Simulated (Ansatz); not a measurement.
# BaMg2SbAs: complex band structure

Wanted: the relaxed cell of BaMg2SbAs, its band edges and its decay constants. It is built by putting Sb for part of the As in the BaMg2As2 structure of space group P-3m1, with the volume rescaled by atomic radii. The parent structure comes from the Materials Project.

Method: PBEsol DFT, plane waves, PAW files, in the first sound run; inputs show where later runs differ, in Ansatz 0.2.0.

The structure was built from a prototype and need not be the compound's stable phase.

### 1. Set-up

The structure is trigonal, space group P3m1 (No. 156). Conventional cell: a = 4.560 Å, b = 4.560 Å, c = 7.885 Å, α = 90.00°, β = 90.00°, γ = 120.00°. Nearest to Ba lie 3 Sb at 3.41 Å and 3 As at 3.41 Å. Nearest to Mg lie 1 As at 2.74 Å and 3 Sb at 2.75 Å. Nearest to Mg lie 1 Sb at 2.74 Å and 3 As at 2.75 Å. Nearest to As lie 4 Mg at 2.74 to 2.75 Å and 3 Ba at 3.41 Å. Nearest to Sb lie 4 Mg at 2.74 to 2.75 Å and 3 Ba at 3.41 Å. It derives from BaMg2As2. Sb for part of the As in the BaMg2As2 structure of space group P-3m1. Farther neighbours are not listed.

Structure file:

```cif
data_structure
_symmetry_space_group_name_H-M 'P3m1'
_symmetry_Int_Tables_number 156
_cell_length_a 4.5595
_cell_length_b 4.5595
_cell_length_c 7.8852
_cell_angle_alpha 90.000
_cell_angle_beta 90.000
_cell_angle_gamma 120.000
_cell_volume 141.97
loop_
_atom_site_label
_atom_site_type_symbol
_atom_site_symmetry_multiplicity
_atom_site_Wyckoff_symbol
_atom_site_fract_x
_atom_site_fract_y
_atom_site_fract_z
_atom_site_occupancy
Ba1 Ba 1 a 0.00000 0.00000 0.00000 1
Mg1 Mg 1 c 0.66667 0.33333 0.37726 1
Mg2 Mg 1 b 0.33333 0.66667 0.62274 1
As1 As 1 c 0.66667 0.33333 0.72476 1
Sb1 Sb 1 b 0.33333 0.66667 0.27524 1
```

### 2. Cell and atoms at rest

The substituted atoms don't fit the parent's cell, so cell and atoms relax together. A small smearing keeps the run stable in case the gap closes on the way.

Contents of input.yaml:

```yaml
crystal:
  lattice:
    - [4.5595379564, 0.0, 0.0]
    - [-2.2797689782, 3.9486756998, 0.0]
    - [0.0, 0.0, 7.8851535351]
  atoms:
    - { symbol: Ba, position: [0.0, 0.0, 0.0] }
    - { symbol: Mg, position: [0.6666666667, 0.3333333333, 0.3772635] }
    - { symbol: Mg, position: [0.3333333333, 0.6666666667, 0.6227365] }
    - { symbol: As, position: [0.6666666667, 0.3333333333, 0.72476472] }
    - { symbol: Sb, position: [0.3333333333, 0.6666666667, 0.27523528] }
kpoints:
  mp_grid: { grid: [6, 6, 4] }
scf:
  occupations: { method: gaussian, width: 0.03 }
hamiltonian:
  xc: pbesol
output:
  forces: true
  stress: true
relax:
  f_tol: 0.02
  max_steps: 60
  cell: {}
```

The run is started by

```console
$ ansatz run input.yaml --threads 2 --pin off --max-ram 4096MiB --backend cpu --events-out ev --progress --plain --runs-dir out
```

Numbers of over 12 decimals in the logs are rounded to 6 here.

Output:

```text
Engine: ansatz 0.2.0, aarch64-unknown-linux-gnu
Pseudopotentials: kind: paw
Pseudopotential: Ba, paw, valence charge 10, recommended cutoff 420 eV (normal), Ba.paw.azcp
Pseudopotential: Mg, paw, valence charge 10, recommended cutoff 420 eV (normal), Mg.paw.azcp
Pseudopotential: As, paw, valence charge 15, recommended cutoff 420 eV (normal), As.paw.azcp
Pseudopotential: Sb, paw, valence charge 15, recommended cutoff 420 eV (normal), Sb.paw.azcp
Functional definition: PBEsol
  exchange = pbesol_x
  correlation = pbesol_c
Crystal: 5 atoms, lattice volume = 141.965 Å³
Basis set: ecut = 420 eV, 2829 PW (Γ), exchange–correlation on 64×64×108 points (8 copies of the dense FFT grid, shifted against one another)
Bands: 36, of which v1, the nominal top of the filled ones, is band 30 counted from 1 (29 counted from 0)
Symmetry: 6 space group operations
Space group: P3m1 (ITA 156), of the structure as read, at distance tolerance 5.2e-5 Å
k-points: 24 of 144 (time reversal used)
Non-local potential: Ba, projectors of the file, l = 0: 3, l = 1: 2, l = 2: 2, l = 3: 2
Non-local potential: Mg, projectors of the file, l = 0: 3, l = 1: 2, l = 2: 1
Non-local potential: As, projectors of the file, l = 0: 2, l = 1: 2, l = 2: 3, l = 3: 1
Non-local potential: Sb, projectors of the file, l = 0: 2, l = 1: 2, l = 2: 2, l = 3: 2
PAW form: soft (Blöchl's): semilocal exchange-correlation on the pseudo side does not see the compensation charge
PAW frozen core: Ba, regenerated for the run's functional, and the local potential with it (the file was generated under x = pbe(κ = 0.804, μ = 0.219515), c = pbe(β = 0.066725))
PAW frozen core: Mg, regenerated for the run's functional, and the local potential with it (the file was generated under x = pbe(κ = 0.804, μ = 0.219515), c = pbe(β = 0.066725))
PAW frozen core: As, regenerated for the run's functional, and the local potential with it (the file was generated under x = pbe(κ = 0.804, μ = 0.219515), c = pbe(β = 0.066725))
PAW frozen core: Sb, regenerated for the run's functional, and the local potential with it (the file was generated under x = pbe(κ = 0.804, μ = 0.219515), c = pbe(β = 0.066725))
PAW one-centre angular grid: Ba, 194 points (default); XC on 64 Gauss nodes
PAW one-centre angular grid: Mg, 110 points (default); XC on 64 Gauss nodes
PAW one-centre angular grid: As, 590 points (default); XC on 64 Gauss nodes
PAW one-centre angular grid: Sb, 590 points (default); XC on 64 Gauss nodes
Initial density: superposition of atomic densities (neutral atoms: chi_scale 0, normalization atom), corrected by the library's trained network
Initial wavefunctions: pseudopotential atomic-orbital guess
Functional: x = pbesol(κ = 0.804, μ = 0.123457), c = pbesol(β = 0.046)
SCF iter   1: F=—  HF=-20911.963161 eV  |F-HF|=—  |Δ(HF+E_count)|=         —  Δρ=2.91e-3  dr2=2.51e-2  ethr=1.77e-3  ⟨swp⟩=9.4  Hψ=4140  notcnv=0
preconditioner: auto → Resta (q_TF=auto, 2.363 Å⁻¹)  ε∞=3.5  [insulator: Δε(μ)=0.775 eV  Ē_g=9.328 eV  σ=0.030 eV  W_gap=1.00  n_scr=34 (ndim 8)  ℏωp=14.6 eV  f_vac=0.019  D(μ)=0.00/eV (n_scr^D=0)  ε∞_Penn≈3.5]
SCF iter   2: F=—  HF=-20911.955822 eV  |F-HF|=—  |Δ(HF+E_count)|=   7.34e-3  Δρ=1.46e-3  dr2=5.23e-3  ethr=4.18e-5  ⟨swp⟩=3.0  Hψ=1704  notcnv=0  defer=35
SCF iter   3: F=—  HF=-20911.955159 eV  |F-HF|=—  |Δ(HF+E_count)|=   6.63e-4  Δρ=4.59e-4  dr2=5.62e-4  ethr=8.72e-6  ⟨swp⟩=2.1  Hψ=1494  notcnv=0  defer=35
SCF iter   4: F=—  HF=-20911.955105 eV  |F-HF|=—  |Δ(HF+E_count)|=   5.40e-5  Δρ=2.14e-4  dr2=1.06e-4  ethr=9.36e-7  ⟨swp⟩=2.0  Hψ=1418  notcnv=0  defer=35
SCF iter   5: F=—  HF=-20911.955126 eV  |F-HF|=—  |Δ(HF+E_count)|=   2.14e-5  Δρ=4.99e-5  dr2=5.92e-6  ethr=1.76e-7  ⟨swp⟩=2.2  Hψ=1263  notcnv=0  defer=35
SCF iter   6: F=—  HF=-20911.955137 eV  |F-HF|=—  |Δ(HF+E_count)|=   1.09e-5  Δρ=2.03e-5  dr2=7.54e-7  ethr=9.87e-9  ⟨swp⟩=2.0  Hψ=1397  notcnv=0  defer=35
SCF iter   7: F=-20911.955138 eV  HF=-20911.955138 eV  |F-HF|=2.11e-8  |Δ(HF+E_count)|=   3.46e-7  Δρ=5.35e-6  dr2=6.31e-8  ethr=1.67e-10  ⟨swp⟩=5.0  Hψ=3802  notcnv=0
SCF 1 converged in 7 iterations: F = -20911.955138 eV  dr2 = 6.31e-8
  greatest PAW one-centre occupation: 1.000 electrons in one spin orbital (limit 2), on the Mg atom at site 1 (counted from 0), in its partial waves of l = 0
relax step   1: F+E_penalty+E_count = -20911.95513780 eV  Δ(F+E_penalty+E_count) = +0.000e0 eV  max|allowed force component| = 7.708e-1 eV/Å  Δτ_max = 0.0000 Å  P = +1.483 GPa  Ω = 141.965 Å³  (7 SCF iters, dr2 threshold 1.00e-7 eV, accepted)
Crystal: 5 atoms, lattice volume = 146.978 Å³
Basis set: ecut = 420 eV, 2901 PW (Γ), exchange–correlation on 64×64×108 points (8 copies of the dense FFT grid, shifted against one another)
Initial density: handed on by an earlier stage of this run
Initial wavefunctions: those handed on with the density
iter 1 solved again at ethr=1.28e-4 eV; its pass at ethr=3.10e-3 eV (dr2=7.65e-2 eV) is discarded
SCF iter   1: F=—  HF=-20912.053343 eV  |F-HF|=—  |Δ(HF+E_count)|=         —  Δρ=7.41e-3  dr2=7.75e-2  ethr=1.28e-4  ⟨swp⟩=2.1  Hψ=5590  notcnv=0
preconditioner: auto → Resta (q_TF=auto, 2.350 Å⁻¹)  ε∞=3.4  [insulator: Δε(μ)=0.632 eV  Ē_g=9.195 eV  σ=0.030 eV  W_gap=1.00  n_scr=34 (ndim 8)  ℏωp=14.4 eV  f_vac=0.024  D(μ)=0.00/eV (n_scr^D=0)  ε∞_Penn≈3.4]
SCF iter   2: F=—  HF=-20912.037188 eV  |F-HF|=—  |Δ(HF+E_count)|=   1.62e-2  Δρ=3.80e-3  dr2=1.84e-2  ethr=1.28e-4  ⟨swp⟩=3.5  Hψ=1388  notcnv=0
SCF iter   3: F=—  HF=-20912.034833 eV  |F-HF|=—  |Δ(HF+E_count)|=   2.35e-3  Δρ=6.38e-4  dr2=1.03e-3  ethr=3.07e-5  ⟨swp⟩=3.0  Hψ=1443  notcnv=0
SCF iter   4: F=—  HF=-20912.034925 eV  |F-HF|=—  |Δ(HF+E_count)|=   9.28e-5  Δρ=2.28e-4  dr2=1.56e-4  ethr=1.72e-6  ⟨swp⟩=2.0  Hψ=1462  notcnv=0
SCF iter   5: F=—  HF=-20912.034942 eV  |F-HF|=—  |Δ(HF+E_count)|=   1.62e-5  Δρ=6.85e-5  dr2=1.30e-5  ethr=2.61e-7  ⟨swp⟩=2.0  Hψ=1502  notcnv=0
SCF iter   6: F=—  HF=-20912.034938 eV  |F-HF|=—  |Δ(HF+E_count)|=   3.45e-6  Δρ=3.12e-5  dr2=2.45e-6  ethr=2.16e-8  ⟨swp⟩=2.0  Hψ=1474  notcnv=0
SCF iter   7: F=-20912.034939 eV  HF=-20912.034939 eV  |F-HF|=1.62e-7  |Δ(HF+E_count)|=   5.45e-7  Δρ=9.78e-6  dr2=2.36e-7  ethr=8.33e-10  ⟨swp⟩=5.5  Hψ=3851  notcnv=0
SCF 2 converged in 7 iterations: F = -20912.034939 eV  dr2 = 2.36e-7
relax step   2: F+E_penalty+E_count = -20912.03493891 eV  Δ(F+E_penalty+E_count) = -7.980e-2 eV  max|allowed force component| = 4.436e-1 eV/Å  Δτ_max = 0.1624 Å  P = -0.809 GPa  Ω = 146.978 Å³  energy of the carried Pulay correction = -3.575e-4 eV  (7 SCF iters, dr2 threshold 5.00e-7 eV, accepted)
Crystal: 5 atoms, lattice volume = 145.231 Å³
Basis set: ecut = 420 eV, 2865 PW (Γ), exchange–correlation on 64×64×108 points (8 copies of the dense FFT grid, shifted against one another)
iter 1 solved again at ethr=1.46e-5 eV; its pass at ethr=3.10e-3 eV (dr2=8.78e-3 eV) is discarded
SCF iter   1: F=—  HF=-20912.086119 eV  |F-HF|=—  |Δ(HF+E_count)|=         —  Δρ=2.56e-3  dr2=9.03e-3  ethr=1.46e-5  ⟨swp⟩=2.2  Hψ=4970  notcnv=0
preconditioner: auto → Resta (q_TF=auto, 2.355 Å⁻¹)  ε∞=3.4  [insulator: Δε(μ)=0.804 eV  Ē_g=9.253 eV  σ=0.030 eV  W_gap=1.00  n_scr=34 (ndim 8)  ℏωp=14.5 eV  f_vac=0.017  D(μ)=0.00/eV (n_scr^D=0)  ε∞_Penn≈3.4]
SCF iter   2: F=—  HF=-20912.084206 eV  |F-HF|=—  |Δ(HF+E_count)|=   1.91e-3  Δρ=1.32e-3  dr2=2.12e-3  ethr=1.46e-5  ⟨swp⟩=2.7  Hψ=1329  notcnv=0
SCF iter   3: F=—  HF=-20912.083889 eV  |F-HF|=—  |Δ(HF+E_count)|=   3.17e-4  Δρ=2.35e-4  dr2=1.38e-4  ethr=3.54e-6  ⟨swp⟩=2.0  Hψ=1343  notcnv=0
SCF iter   4: F=—  HF=-20912.083867 eV  |F-HF|=—  |Δ(HF+E_count)|=   2.22e-5  Δρ=7.79e-5  dr2=1.67e-5  ethr=2.30e-7  ⟨swp⟩=2.0  Hψ=1423  notcnv=0
SCF iter   5: F=—  HF=-20912.083869 eV  |F-HF|=—  |Δ(HF+E_count)|=   2.49e-6  Δρ=2.26e-5  dr2=1.33e-6  ethr=2.78e-8  ⟨swp⟩=2.0  Hψ=1536  notcnv=0
SCF iter   6: F=-20912.083869 eV  HF=-20912.083869 eV  |F-HF|=4.40e-8  |Δ(HF+E_count)|=   5.32e-7  Δρ=9.73e-6  dr2=2.35e-7  ethr=8.33e-10  ⟨swp⟩=5.1  Hψ=3840  notcnv=0
SCF 3 converged in 6 iterations: F = -20912.083869 eV  dr2 = 2.35e-7
relax step   3: F+E_penalty+E_count = -20912.08386874 eV  Δ(F+E_penalty+E_count) = -4.893e-2 eV  max|allowed force component| = 1.005e-1 eV/Å  Δτ_max = 0.0562 Å  P = -0.159 GPa  Ω = 145.231 Å³  energy of the carried Pulay correction = -2.343e-4 eV  (6 SCF iters, dr2 threshold 5.00e-7 eV, accepted)
[...]
relax step   4: F+E_penalty+E_count = -20912.08543193 eV  Δ(F+E_penalty+E_count) = -1.563e-3 eV  max|allowed force component| = 1.675e-2 eV/Å  Δτ_max = 0.0193 Å  P = +0.049 GPa  Ω = 144.669 Å³  energy of the carried Pulay correction = -1.943e-4 eV  (5 SCF iters, dr2 threshold 5.00e-7 eV, accepted)
[...]
relax step   5: F+E_penalty+E_count = -20912.08548995 eV  Δ(F+E_penalty+E_count) = -5.802e-5 eV  max|allowed force component| = 5.399e-3 eV/Å  Δτ_max = 0.0023 Å  P = +0.000 GPa  Ω = 144.822 Å³  energy of the carried Pulay correction = -2.053e-4 eV  (5 SCF iters, dr2 threshold 1.05e-8 eV, accepted)
Initial wavefunctions: pseudopotential atomic-orbital guess (no wavefunctions were taken with the density)
iter 1 solved again at ethr=1.98e-6 eV; its pass at ethr=3.10e-3 eV (dr2=1.19e-3 eV) is discarded
SCF iter   1: F=—  HF=-20912.085696 eV  |F-HF|=—  |Δ(HF+E_count)|=         —  Δρ=3.37e-5  dr2=7.85e-8  ethr=1.98e-6  ⟨swp⟩=3.0  Hψ=6297  notcnv=0
eigensolver tolerance schedule: the retry pair's looser diagonalisation over-reported the residual by 15158.95 of it (diagonalisation noise at an unbounded share of the residual, at the tolerance the schedule requests for it); recorded, not acted on — ethr = c·dr2/N_el stays at c = 1.0e-1
preconditioner: auto → Resta (q_TF=auto, 2.356 Å⁻¹)  ε∞=3.4  [insulator: Δε(μ)=0.793 eV  Ē_g=9.264 eV  σ=0.030 eV  W_gap=1.00  n_scr=34 (ndim 8)  ℏωp=14.5 eV  f_vac=0.017  D(μ)=0.00/eV (n_scr^D=0)  ε∞_Penn≈3.4]
SCF iter   2: F=—  HF=-20912.085686 eV  |F-HF|=—  |Δ(HF+E_count)|=   1.01e-5  Δρ=1.71e-5  dr2=2.39e-8  ethr=1.31e-10  ⟨swp⟩=3.5  Hψ=2327  notcnv=0
SCF iter   3: F=—  HF=-20912.085687 eV  |F-HF|=—  |Δ(HF+E_count)|=   1.42e-6  Δρ=6.95e-6  dr2=3.83e-9  ethr=3.98e-11  ⟨swp⟩=2.0  Hψ=1580  notcnv=0
SCF iter   4: F=—  HF=-20912.085687 eV  |F-HF|=—  |Δ(HF+E_count)|=   2.79e-7  Δρ=6.40e-7  dr2=1.53e-10  ethr=6.38e-12  ⟨swp⟩=2.0  Hψ=1056  notcnv=0
SCF iter   5: F=-20912.085687 eV  HF=-20912.085687 eV  |F-HF|=5.09e-11  |Δ(HF+E_count)|=   1.74e-9  Δρ=1.71e-7  dr2=3.16e-11  ethr=1.00e-12  ⟨swp⟩=5.1  Hψ=3826  notcnv=0
SCF 6 converged in 5 iterations: F = -20912.085687 eV  dr2 = 3.16e-11
relax step   6: F+E_penalty+E_count = -20912.08568743 eV  Δ(F+E_penalty+E_count) = -1.975e-4 eV  max|allowed force component| = 5.386e-3 eV/Å  Δτ_max = 0.0000 Å  P = -0.000 GPa  Ω = 144.822 Å³  stress off target by 4.94e-3 GPa  SCF on the basis re-selected at this cell (its energy is not comparable with the rows above)  (5 SCF iters)
basis re-selected at this cell: Δ(F+E_penalty+E_count) = -1.975e-4 eV, ΔP = -0.000 GPa vs the last step (what re-selecting the basis moved, of the pressure what is left beyond the Pulay correction that the steps carried, after the strain that the cell walked since its last selection, with what the two solves' SCF thresholds leave and, on support functions, any second-order correction that the steps lacked; it is no m [...]
SCF converged after 5 iterations
Free energy (F): -20912.085687 eV
Harris-Foulkes:  -20912.085687 eV  (|F-HF|=5.09e-11)
Internal energy: -20912.085687 eV  (E = F + TS)
E sigma→0 (E₀):  -20912.085687 eV
Fermi energy:    7.588096 eV
--- Per-component energies (eV) ---
  E_band       = -1185.578675
  E_kinetic    = 633.336024
  E_local      = -7658.083580  (includes V_loc(G=0)·N_el)
  E_nonlocal   = -52.337700
  E_hartree    = 3318.395729
  E_xc         = -441.502572
  E_vxc        = -387.480736  (∫ρ·V_xc dr)
  E_paw        = -11997.842885  (= ΣΔE_a)
  E_vpaw       = -357.804105  (= ΣTr[D̂ρ^β])
  E_aug_tail   = 0.000001  (compensation charges beyond the density's cutoff)
  E_ewald      = -4715.618148
  E_core_change = 1.567443  (= ΣΔE_core)
  E_smearing   = -0.000000  (= −TS)
  E_closure    = 0.000000  (closes the sum)
  Σ components = -20912.085687   (vs F -20912.085687, Δ=0.00e0)
--- Forces (eV/Å), atoms counted from 1 ---
  atom   1  Ba     0.00000000     0.00000000    -0.00289763
  atom   2  Mg     0.00000000     0.00000000     0.00027946
  atom   3  Mg    -0.00000000    -0.00000000    -0.00149169
  atom   4  As     0.00000000     0.00000000     0.00538593
  atom   5  Sb     0.00000000    -0.00000000    -0.00127589
  max |Σ_I F_I| component: 1.80e-7 eV/Å
--- Stress (GPa, compression-positive) ---
        0.002345       0.000000      -0.000000
        0.000000       0.002345      -0.000000
       -0.000000      -0.000000      -0.004943
  P = ⅓ Tr σ = -0.0001 GPa (-0.001 kbar)
--- Relaxed structure (5 steps of the walk, 5 accepted, 1 SCFs on fresh bases) ---
  F+E_penalty+E_count = -20912.08568743 eV   max|allowed force component| = 5.386e-3 eV/Å   (the final SCF, on the basis selected at the relaxed cell)
  cell:  # Å, volume = 144.8219 Å³
    - [4.613206, 0, 0.0]
    - [-2.306603, 3.995153, 0]
    - [0.0, 0, 7.857745]
  atoms:
    - { symbol: Ba, position: [0, 0, -0.013579] }
    - { symbol: Mg, position: [0.666667, 0.333333, 0.386160] }
    - { symbol: Mg, position: [0.333333, 0.666667, 0.631830] }
    - { symbol: As, position: [0.666667, 0.333333, 0.730918] }
    - { symbol: Sb, position: [0.333333, 0.666667, 0.264671] }
```

Wall time 30 s (2 threads of Arm Neoverse V2, shared host); peak memory 0.46 GiB; 59 s of CPU time.

The steps of the relaxation:

```csv
step,energy less that of the first step (eV),largest force component (eV/Å),pressure (GPa),volume (Å³)
1,0.0000,0.7708,1.48,141.97
2,-0.0798,0.4436,-0.81,146.98
3,-0.1287,0.1005,-0.16,145.23
4,-0.1303,0.0167,0.05,144.67
5,-0.1304,0.0054,0.00,144.82
6*,-0.1305,0.0054,0.00,144.82
```

Relaxation steps marked * repeat the geometry before them on a plane-wave basis chosen anew for their cell, so energy and pressure can jump there.

Forces are held to the 6 operations that the run works with; a distortion that breaks them can't arise in this run.

```csv
"conventional cell, symmetrised",before,after,change
a (Å),4.560,4.613,+1.2 %
b (Å),4.560,4.613,+1.2 %
c (Å),7.885,7.858,-0.3 %
volume (Å³/atom),28.39,28.96,+2.0 %
```

The atoms that moved most (Å, as changes of fractional coordinates times the final cell):

```csv
atom,dx,dy,dz,length
Ba1,0.000,0.000,-0.107,0.107
Sb5,0.000,0.000,-0.083,0.083
Mg3,0.000,0.000,0.071,0.071
Mg2,0.000,0.000,0.070,0.070
As4,0.000,0.000,0.048,0.048
```

Final coordinates:

```xyz
5
Lattice="4.6132 0.0000 0.0000 -2.3066 3.9952 0.0000 0.0000 0.0000 7.8577" Properties=species:S:1:pos:R:3 pbc="T T T"
Ba    0.0000    0.0000   -0.1067
Mg    2.3066    1.3317    3.0343
Mg    0.0000    2.6634    4.9648
As    2.3066    1.3317    5.7434
Sb    0.0000    2.6634    2.0797
```

This step gave:

```yaml
free_energy: -20912.0857 eV
fermi_energy: 7.588 eV
pressure: -8.44e-5 GPa
```

The largest force component on a free atom ends at 0.0054 eV/Å.

### 3. Band edges

The energy window and the wavevectors of the next steps follow from the band edges, so these are searched first, off the mesh as well.

Contents of input.yaml:

```yaml
crystal:
  lattice:
    - [4.6132056436, 0.0, 0.0]
    - [-2.3066028218, 3.9951532803, 0.0]
    - [0.0, 0.0, 7.8577445241]
  atoms:
    - { symbol: Ba, position: [0.0, 0.0, -0.013579377] }
    - { symbol: Mg, position: [0.6666666667, 0.3333333333, 0.3861598016] }
    - { symbol: Mg, position: [0.3333333333, 0.6666666667, 0.6318298997] }
    - { symbol: As, position: [0.6666666667, 0.3333333333, 0.7309184282] }
    - { symbol: Sb, position: [0.3333333333, 0.6666666667, 0.2646712476] }
kpoints:
  mp_grid: { grid: [6, 6, 4] }
  band_path: { path: [VBM, CBM], npoints: 30 }
scf:
  occupations: { method: fixed }
hamiltonian:
  xc: pbesol
output:
  eigenvalues: true
  write_potential: true
  write_density: true
  volumetric_format: npy
```

Output:

```text
[...]
Crystal: 5 atoms, lattice volume = 144.822 Å³
Basis set: ecut = 420 eV, 2865 PW (Γ)
Bands: 36, of which v1, the nominal top of the filled ones, is band 30 counted from 1 (29 counted from 0)
Symmetry: 6 space group operations
[...]
k-points: 24 of 144 (time reversal used)
[...]
SCF iter   1: F=—  HF=-20912.093541 eV  |F-HF|=—  |Δ(HF+E_count)|=         —  Δρ=2.80e-3  dr2=2.32e-2  ethr=1.77e-3  ⟨swp⟩=5.0  Hψ=3323  notcnv=0  defer=87
[...]
SCF iter   7: F=-20912.085694 eV  HF=-20912.085694 eV  |F-HF|=3.10e-8  |Δ(HF+E_count)|=   7.44e-8  Δρ=5.04e-6  dr2=5.83e-8  ethr=1.67e-10  ⟨swp⟩=10.2  Hψ=4682  notcnv=0
SCF 1 converged in 7 iterations: F = -20912.085694 eV  dr2 = 5.83e-8
[...]
NSCF: frozen V_eff on 34 k-points
[...]
SCF converged after 7 iterations
Free energy (F): -20912.085694 eV
[...]
Internal energy: -20912.085694 eV  (E = F + TS)
E sigma→0 (E₀):  -20912.085694 eV
Fermi energy:    7.191818 eV
[...]
--- Band table (eV; the first three rows and the last of 24) ---
  k-point 0: bands = [... 26 lower, 6.0067, 6.9922, 7.1918, 7.1918, 8.1897, 9.1794, 9.5286, 10.0269, ... 2 higher]
  k-point 1: bands = [... 26 lower, 6.0738, 6.1088, 7.0333, 7.0333, 8.6202, 9.4666, 9.9014, 9.9014, ... 2 higher]
  k-point 2: bands = [... 26 lower, 6.1627, 6.1627, 6.8630, 6.8630, 8.6794, 9.6554, 9.7967, 9.7967, ... 2 higher]
  k-point 23: bands = [... 26 lower, 4.7703, 5.1725, 5.7288, 5.8350, 9.3330, 9.3718, 10.6353, 11.1878, ... 2 higher]
```

The job ended after 36 s (2 threads; peak memory 0.43 GiB; 71 s of CPU time).

In the SCF lines HF is the Harris–Foulkes energy and dr2 the Hartree energy of the density residual, in eV; the loop may stop once dr2 is under the threshold and the program's other checks hold. Hψ counts applications of the Hamiltonian.

This step gave:

```
Fermi energy        : 7.192 eV
gap on the k-mesh   : 0.7931 eV
gap on path         : 0.7931 eV, by band count; negative where bands overlap
direct gap on path  : 0.9979 eV
edge places on path : 0, 0.7864 1/A along the path
```

Electronic bands along the path, in eV, zero at the Fermi level (highest filled level under fixed occupations); v1 is the highest filled band, c1 the lowest empty one:

```csv
point,v4,v3,v2,v1,c1,c2,c3,c4
VBM,-1.19,-0.20,0.00,0.00,1.00,1.99,2.34,2.84
halfway,-1.80,-1.35,-0.83,-0.58,1.37,2.30,3.38,3.38
CBM,-1.68,-1.53,-1.52,-0.98,0.79,2.92,3.16,4.05
```

The searched edges give 0.793 eV, as on the mesh.

(Continued in part 2 of 3.)

[Logs are printed without paths, hosts, clocks, repeated set-up lines and the standing remarks that a program may print on its own settings, such as how far it seeks lower states.]

[Hosts, paths, dates, database ids (printed as entryN), source tags and the programs' standing remarks are cut or masked in the printed files.]
